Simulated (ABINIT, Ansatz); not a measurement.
An input for ABINIT 10.8.3 (K2H6Pt (Fm-3m)):

```
acell 3*1.0 Angstrom
rprim 
  0.000000000000 4.060020550000 4.060020550000
  4.060020550000 0.000000000000 4.060020550000
  4.060020550000 4.060020550000 0.000000000000
ntypat 3
znucl 19 1 78
natom 9
typat 1 1 2 2 2 2 2 2 3
xred 
  0.750000000000 0.750000000000 0.750000000000
  0.250000000000 0.250000000000 0.250000000000
  0.797862200000 0.797862200000 0.202137800000
  0.202137800000 0.797862200000 0.202137800000
  0.797862200000 0.202137800000 0.202137800000
  0.202137800000 0.202137800000 0.797862200000
  0.797862200000 0.202137800000 0.797862200000
  0.202137800000 0.797862200000 0.797862200000
  0.000000000000 0.000000000000 0.000000000000
pp_dirpath "pseudos"
pseudos "K.upf, H.upf, Pt.upf"
ecut 34
ngkpt 2 2 2
nshiftk 1
shiftk 0 0 0
kptopt 1
chksymbreak 0
istwfk *1
occopt 1
irdwfk 1
optdriver 3
nband 238
ecuteps 6.5
inclvkb 2
awtr 1
symchi 1
indata_prefix "in"
outdata_prefix "out"
tmpdata_prefix "tmp"
```

```sh
OMP_NUM_THREADS=1 mpirun -n 4 abinit run.abi > log
```

Question: Estimate wall time and host memory on 4 MPI ranks of Arm Neoverse V1, shared host.

It took 64 s; on shared hardware allow 32 s to 2.1 min. Peak host memory was 2.4 GiB.

[Paths, hosts, dates, memory and timing lines, banners, echoed tables and standing remarks are left out of the program output.]

[Logs are printed without paths, hosts, clocks, repeated set-up lines and the standing remarks that a program may print on its own settings, such as how far it seeks lower states.]

[Runs of the session that timed out or met a known fault of the program may be left out.]

[Hosts, paths, dates, database ids (printed as entryN), source tags and the programs' standing remarks are cut or masked in the printed files.]

[G0W0 gaps are taken among the corrected bands and points alone; a level outside them can change the order at an edge.]

[Where Ansatz stands beside ABINIT at settings called matched, ABINIT's density can come from a denser mesh and the files from another edition; pairs whose starting gaps differed by over 0.03 eV were left out, so agreement reads better than it is.]
